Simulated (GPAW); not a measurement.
# How CoSi2 absorbs and reflects light

Aim: the dielectric function of CoSi2, and the optical constants that follow from it. The cell comes from an older database entry, whose edges can differ from later determinations, mostly by under a per cent.

Program: GPAW 26.7.0. Level of theory: DFT, LDA, plane-wave PAW (GPAW data sets), scalar-relativistic, RPA, optical limit. Results are calculated unless marked as measured.

The database entry behind the starting cell differs from later determinations by our own check (0.1 to 0.3 % short, probably kX units), so it need not match the best structure at ambient conditions.

## Step 1: The structure

Symmetry: Fm-3m, No. 225, cubic system. Conventional cell: a = 5.356 Å, b = 5.356 Å, c = 5.356 Å, α = 90.00°, β = 90.00°, γ = 90.00°. Co has 8 Si at 2.32 Å nearest. Nearest to Si lie 4 Co at 2.32 Å. Farther neighbours are not listed.

## Step 2: Ground state

First the ground state: is it a metal or has it a gap?

This step: DFT, LDA, plane-wave PAW (GPAW data sets), scalar-relativistic, ground state (GPAW 26.7.0).

gs.py reads:

```python
from ase import Atoms
from ase.dft.bandgap import bandgap
from gpaw import GPAW, PW, FermiDirac

atoms = Atoms(['Co', 'Si', 'Si'],
              cell=[[0.000000000000, 2.678000000000, 2.678000000000],
                    [2.678000000000, 0.000000000000, 2.678000000000],
                    [2.678000000000, 2.678000000000, 0.000000000000]],
              scaled_positions=[[0.000000000000, 0.000000000000, 0.000000000000],
                                [0.750000000000, 0.750000000000, 0.750000000000],
                                [0.250000000000, 0.250000000000, 0.250000000000]],
              pbc=[True, True, True])
atoms.calc = GPAW(mode=PW(500), xc='LDA', kpts={'size': (7, 7, 7), 'gamma': True},
                  occupations=FermiDirac(0.05), maxiter=150, txt='gs.txt')
print('energy (eV)', atoms.get_potential_energy())
print('Fermi level (eV)', atoms.calc.get_fermi_level())
print('valence electrons', atoms.calc.get_number_of_electrons())
print('gap (eV)', bandgap(atoms.calc, output=None)[0])
print('direct gap (eV)', bandgap(atoms.calc, direct=True, output=None)[0])
atoms.calc.write('gs.gpw')
```

Run with:

```bash
> OMP_NUM_THREADS=1 python gs.py
```

Numbers of over 12 decimals in the logs are rounded to 6 here.

What it wrote:

```text
__  _  _
 | _ |_)|_||  |
 |__||  | ||/\| - 26.7.0

Versions:
  Python: 3.12.14
  ASE:    3.29.0
  Numpy:  2.5.5
  Scipy:  1.18.1
  Libxc:  7.0.0

Input parameters:
  mode=PW(ecut=500.0),
  kpts=MonkhorstPack(size=(7, 7, 7), gamma=True),
  maxiter=150,
  occupations=Occupations(name='fermi-dirac', width=0.05, fixmagmom=False),
  xc=XC(name='LDA')

Diagonalizing LCAO Hamiltonian
Converting LCAO to pw mode

                    Si

           Si

       Co

Atoms  # Å, Bohr magnetons
|   | symbol |        x |        y |        z |    initial magnetic moments |
| 0 |     Co | 0.000000 | 0.000000 | 0.000000 | ( 0.0000,  0.0000,  0.0000) |
| 1 |     Si | 4.017000 | 4.017000 | 4.017000 | ( 0.0000,  0.0000,  0.0000) |
| 2 |     Si | 1.339000 | 1.339000 | 1.339000 | ( 0.0000,  0.0000,  0.0000) |

Unit cell  # Å
| periodic |        x |        y |        z |  lengths |    angles |
|      yes | 0.000000 | 2.678000 | 2.678000 | 3.787264 | 60.000000 |
|      yes | 2.678000 | 0.000000 | 2.678000 | 3.787264 | 60.000000 |
|      yes | 2.678000 | 2.678000 | 0.000000 | 3.787264 | 60.000000 |

Number of symmetries: 48
Symmetry operations  # r_c * U_cc + t_c -> r_c
|    | kind |            matrix            |
|  0 |  σ   |  1, 0, 0,  1, 0,-1,  1,-1, 0 |
|  1 |  C2  |  1, 0, 0,  1,-1, 0,  1, 0,-1 |
|  2 |  E   |  1, 0, 0,  0, 1, 0,  0, 0, 1 |
|  3 |  σ   |  1, 0, 0,  0, 0, 1,  0, 1, 0 |
|  4 |  C4  |  1, 0,-1,  1, 0, 0,  1,-1, 0 |
|  5 |  S6  |  1, 0,-1,  1,-1, 0,  1, 0, 0 |
|  6 |  σ   |  1, 0,-1,  0, 1,-1,  0, 0,-1 |
|  7 |  C3  |  1, 0,-1,  0, 0,-1,  0, 1,-1 |
|  8 |  S6  |  1,-1, 0,  1, 0, 0,  1, 0,-1 |
|  9 |  C4  |  1,-1, 0,  1, 0,-1,  1, 0, 0 |
| 10 |  C3  |  1,-1, 0,  0,-1, 1,  0,-1, 0 |
| 11 |  σ   |  1,-1, 0,  0,-1, 0,  0,-1, 1 |
| 12 |  σ   |  0, 1, 0,  1, 0, 0,  0, 0, 1 |
| 13 |  C4  |  0, 1, 0,  0, 1,-1, -1, 1, 0 |
| 14 |  C3  |  0, 1, 0,  0, 0, 1,  1, 0, 0 |
| 15 |  S6  |  0, 1, 0, -1, 1, 0,  0, 1,-1 |
| 16 |  C2  |  0, 1,-1,  1, 0,-1,  0, 0,-1 |
| 17 |  σ   |  0, 1,-1,  0, 1, 0, -1, 1, 0 |
| 18 |  S4  |  0, 1,-1,  0, 0,-1,  1, 0,-1 |
| 19 |  C4  |  0, 1,-1, -1, 1, 0,  0, 1, 0 |
| 20 |  C3  |  0, 0, 1,  1, 0, 0,  0, 1, 0 |
| 21 |  σ   |  0, 0, 1,  0, 1, 0,  1, 0, 0 |
| 22 |  S6  |  0, 0, 1,  0,-1, 1, -1, 0, 1 |
| 23 |  C4  |  0, 0, 1, -1, 0, 1,  0,-1, 1 |
| 24 |  S4  |  0, 0,-1,  1, 0,-1,  0, 1,-1 |
| 25 |  C3  |  0, 0,-1,  0, 1,-1,  1, 0,-1 |
| 26 |  C2  |  0, 0,-1,  0,-1, 0, -1, 0, 0 |
| 27 |  S6  |  0, 0,-1, -1, 0, 0,  0,-1, 0 |
| 28 |  S4  |  0,-1, 1,  1,-1, 0,  0,-1, 0 |
| 29 |  C4  |  0,-1, 1,  0, 0, 1, -1, 0, 1 |
| 30 |  C2  |  0,-1, 1,  0,-1, 0,  1,-1, 0 |
| 31 |  σ   |  0,-1, 1, -1, 0, 1,  0, 0, 1 |
| 32 |  C3  |  0,-1, 0,  1,-1, 0,  0,-1, 1 |
| 33 |  S6  |  0,-1, 0,  0, 0,-1, -1, 0, 0 |
| 34 |  S4  |  0,-1, 0,  0,-1, 1,  1,-1, 0 |
| 35 |  C2  |  0,-1, 0, -1, 0, 0,  0, 0,-1 |
| 36 |  C2  | -1, 1, 0,  0, 1, 0,  0, 1,-1 |
| 37 |  S6  | -1, 1, 0,  0, 1,-1,  0, 1, 0 |
| 38 |  S4  | -1, 1, 0, -1, 0, 1, -1, 0, 0 |
| 39 |  C3  | -1, 1, 0, -1, 0, 0, -1, 0, 1 |
| 40 |  S6  | -1, 0, 1,  0, 0, 1,  0,-1, 1 |
| 41 |  C2  | -1, 0, 1,  0,-1, 1,  0, 0, 1 |
| 42 |  C3  | -1, 0, 1, -1, 1, 0, -1, 0, 0 |
| 43 |  S4  | -1, 0, 1, -1, 0, 0, -1, 1, 0 |
| 44 |  C2  | -1, 0, 0,  0, 0,-1,  0,-1, 0 |
| 45 |  i   | -1, 0, 0,  0,-1, 0,  0, 0,-1 |
| 46 |  σ   | -1, 0, 0, -1, 1, 0, -1, 0, 1 |
| 47 |  C2  | -1, 0, 0, -1, 0, 1, -1, 1, 0 |

BZ-sampling:
  Number of BZ points: 343
  Number of IBZ points: 20

  Monkhorst-Pack size: [7, 7, 7]
  Monkhorst-Pack shift: [0, 0, 0]

K-points  # in reciprocal-cell coordinates
|     |                                coordinates |     weight |
|   0 | (  0.00000000,   0.00000000,   0.00000000) | 0.00291545 |
|   1 | (  0.14285714,   0.14285714,   0.00000000) | 0.01749271 |
|   2 | (  0.14285714,   0.14285714,   0.14285714) | 0.02332362 |
|   3 | (  0.28571429,   0.14285714,   0.14285714) | 0.03498542 |
|   4 | (  0.28571429,   0.28571429,   0.00000000) | 0.01749271 |
|   5 | (  0.28571429,   0.28571429,   0.14285714) | 0.06997085 |
|   6 | (  0.28571429,   0.28571429,   0.28571429) | 0.02332362 |
|   7 | (  0.42857143,  -0.28571429,  -0.28571429) | 0.03498542 |
|   8 | (  0.42857143,   0.28571429,  -0.42857143) | 0.13994169 |
|   9 | (  0.42857143,   0.28571429,  -0.28571429) | 0.06997085 |
| ... |                                            |            |
|  19 | (  0.42857143,   0.42857143,   0.42857143) | 0.02332362 |

Plane wave coefficients: 990
Cutoff: 500.0 eV

Spin-components: 1 (collinear spins)
Bands:           15
Projectors:      16
Spin-degeneracy: 2
Datatype:        complex128

Parallelization:
  kpt:    1
  domain: 1
  band:   1

Density:
  Valence electrons: 17.0
  Components: 1
  Grid points: [20 20 20]
  Charge: 0.0  # |e|

Potential:
  Grid points: [20 20 20]

species:
  Co:
    name:    Cobalt
    id:
    Z:       27.0
    valence: 9
    core:    18
    charge:  0.0  # [|e|]
    compensation charges:
      type: gauss
      rc: 0.32  # [Å]
      lmax: 2
    cutoffs:
      filter: 1.87  # [Å]
      core: 2.55  # [Å]
    projectors
    | kind |    occ | energy [eV] | rcut [Å] |
    |   4s |  2.000 |      -5.672 |    1.005 |
    |   4p |  0.000 |      -1.387 |    1.058 |
    |   3d |  7.000 |      -8.461 |    1.005 |
    |    s |        |      21.539 |    1.005 |
    |    p |        |      25.825 |    1.058 |
    |    d |        |      18.750 |    1.005 |

    Using partial waves for Co as LCAO basis

  Si:
    name:    Silicon
    id:
    Z:       14.0
    valence: 4
    core:    10
    charge:  0.0  # [|e|]
    compensation charges:
      type: gauss
      rc: 0.33  # [Å]
      lmax: 2
    cutoffs:
      filter: 1.86  # [Å]
      core: 2.06  # [Å]
    projectors
    | kind |    occ | energy [eV] | rcut [Å] |
    |   3s |  2.000 |     -10.878 |    1.058 |
    |   3p |  2.000 |      -4.162 |    1.058 |
    |    s |        |      16.334 |    1.058 |
    |    p |        |      23.049 |    1.058 |
    |    d |        |       0.000 |    1.058 |

    Using partial waves for Si as LCAO basis

Reference energy: -53555.693070  # eV

eigensolver:
  PPCG
  Converge bands: occupied
  niter=2

density mixing:
  MSR1-Mixer
  Pratt-step length: 0.05
  Maximum mixing coefficient: 0.75
  Old densities: 10
  SVD Regularization: 0.005
  Good broyden scale: 1.0
  Trust region scale: 1.0
  Backstep threshold: 4.0
  History deletion threshold: 6.0
  Fourier metric: weight=20.0, sigma=0.015

occupation numbers:
  Fermi-Dirac:
    width: 0.0500  # eV

poisson solver:
  ecut: 4000.0  # eV

xc functional:
  name: None

convergence criteria:
- Maximum [total energy] change in last 3 cyles: 0.0005 eV / valence electron
- Maximum integral of absolute [dens]ity change: 0.0001 electrons / valence electron
- Maximum integral of absolute [eigenst]ate change: 4e-08 eV^2 / valence electron
maximum number of iterations: 150

SCF iterations
|iter     |      energy | eigst |  dens |
|iter:   1||  -24.168793 | +0.81 |       |
|iter:   2||  -23.665009 | -0.95 | -0.84 |
|iter:   3||  -23.244676 | -1.18 | -0.94 |
|iter:   4||  -23.104117 | -2.14 | -1.11 |
|iter:   5||  -23.025147 | -2.44 | -1.33 |
|iter:   6||  -23.027379 | -3.39 | -1.93 |
|iter:   7||  -23.028501c| -4.09 | -2.19 |
|iter:   8||  -23.028499c| -5.54 | -3.48 |
|iter:   9||  -23.028499c| -6.73 | -4.01c|
|iter:  10||  -23.028499c| -7.61c| -4.60c|

Converged in 10 steps
SCF loop duration: 5.211 s (0.521 s/step)
Energy contributions relative to reference atoms: (reference = -53555.693070)

Energy contributions:
  Kinetic:          19.407915
  Coulomb:         -14.032571
  Zero:              0.057019
  External:          0.000000
  Xc:              -28.456572
  Entropy:          -0.008580
  Spinorbit:         0.000000
  ----------------------------
  Free energy:     -23.032789
  Extrapolated:    -23.028499

dipole moment: (-14.556422, -14.556422, -14.556422)  # |e|*Ang

Fermi level: 9.409
Eigenvalues  # (at kpt = [0.000, 0.000, 0.000])
| band index |      eig [eV] | occ [0-2] |
|          0 |        -3.713 |     2.000 |
|          1 |         5.296 |     2.000 |
|          2 |         5.296 |     2.000 |
|          3 |         5.296 |     2.000 |
|          4 |         7.478 |     2.000 |
|          5 |         7.478 |     2.000 |
|          6 |        10.062 |     0.000 |
|          7 |        12.827 |     0.000 |
|          8 |        12.827 |     0.000 |
|          9 |        12.827 |     0.000 |
|         10 |        12.836 |     0.000 |
|         11 |        12.836 |     0.000 |
|         12 |        12.836 |     0.000 |
|         13 |        15.046 |     0.000 |
|         14 |        15.046 |     0.000 |

No gap
No difference between direct/indirect transitions

--- standard output ---
energy (eV) -23.028499
Fermi level (eV) 9.408973
valence electrons 17.0
gap (eV) 0.0
direct gap (eV) 0.0
```

Wall time 7.2 s (1 thread of Arm Neoverse V1, shared host); peak memory 0.13 GiB.

This run has no spin polarisation, although Co can carry a moment.

Numbers from this step:

| Property | Result |
| --- | --- |
| energy | -23.03 eV |
| Fermi energy | 9.409 eV |
| electrons | 17 |

There are states at the Fermi level within the smearing, so the occupations stay smeared and the carriers get a Drude term.

## Step 3: Bands for the response

At the fixed density, many empty bands are solved on the mesh of the response, since the spectrum sums over them.

This step: DFT, LDA, plane-wave PAW (GPAW data sets), scalar-relativistic, bands at fixed density (GPAW 26.7.0).

nscf.py reads:

```python
from ase.dft.bandgap import bandgap
from gpaw import GPAW, FermiDirac

calc = GPAW('gs.gpw').fixed_density(kpts={'size': (10, 10, 10), 'gamma': True}, nbands=35, convergence={'bands': 29},
                                    occupations=FermiDirac(0.05), txt='nscf.txt')
print('gap (eV)', bandgap(calc, output=None)[0])
print('direct gap (eV)', bandgap(calc, direct=True, output=None)[0])
print('top band over the Fermi level (eV)', min(calc.get_eigenvalues(kpt=k)[28] for k in range(len(calc.get_ibz_k_points()))) - calc.get_fermi_level())
calc.write('full.gpw', mode='all')
```

Run with:

```bash
> OMP_NUM_THREADS=1 python nscf.py
```

What it wrote:

```text
Diagonalizing LCAO Hamiltonian
Converting LCAO to pw mode
convergence criteria:
- Maximum integral of absolute [eigenst]ate change: 4e-08 eV^2 / valence electron
maximum number of iterations: 150

SCF iterations
|iter     |      energy | eigst |  dens |
|iter:   1||             | +2.93 |       |
|iter:   2||             | +1.09 |       |
|iter:   3||             | -0.30 |       |
|iter:   4||             | -1.28 |       |
|iter:   5||             | -2.13 |       |
|iter:   6||             | -2.68 |       |
|iter:   7||             | -3.06 |       |
|iter:   8||             | -3.34 |       |
|iter:   9||             | -3.53 |       |
|iter:  10||             | -3.76 |       |
[... 24 further cycles ...]
|iter:  35||             | -6.58 |       |
|iter:  36||             | -6.64 |       |
|iter:  37||             | -6.70 |       |
|iter:  38||             | -6.80 |       |
|iter:  39||             | -6.83 |       |
|iter:  40||             | -6.97 |       |
|iter:  41||             | -7.11 |       |
|iter:  42||             | -7.18 |       |
|iter:  43||             | -7.30 |       |
|iter:  44||             | -7.41c|       |
SCF steps: 44
  __  _  _
 | _ |_)|_||  |
 |__||  | ||/\| - 26.7.0

Versions:
  Python: 3.12.14
  ASE:    3.29.0
  Numpy:  2.5.5
  Scipy:  1.18.1
  Libxc:  7.0.0

Input parameters:
  mode=PW(ecut=500.0),
  convergence={'bands': 29},
  gpts=array([20, 20, 20]),
  kpts=MonkhorstPack(size=(10, 10, 10), gamma=True),
  maxiter=150,
  nbands=35,
  occupations=Occupations(name='fermi-dirac', width=0.05, fixmagmom=False),
  parallel={},
  xc=XC(name='LDA')

--- standard output ---
gap (eV) 0.0
direct gap (eV) 0.0
top band over the Fermi level (eV) 24.524410
```

Elapsed: 85 s, on 1 thread; peak memory 0.18 GiB.

(Continued in part 2 of 2.)

[Machine, clock and banner lines and Python warnings are left out of the logs.]

[Logs are printed without paths, hosts, clocks, repeated set-up lines and the standing remarks that a program may print on its own settings, such as how far it seeks lower states.]

[Hosts, paths, dates, database ids (printed as entryN), source tags and the programs' standing remarks are cut or masked in the printed files.]
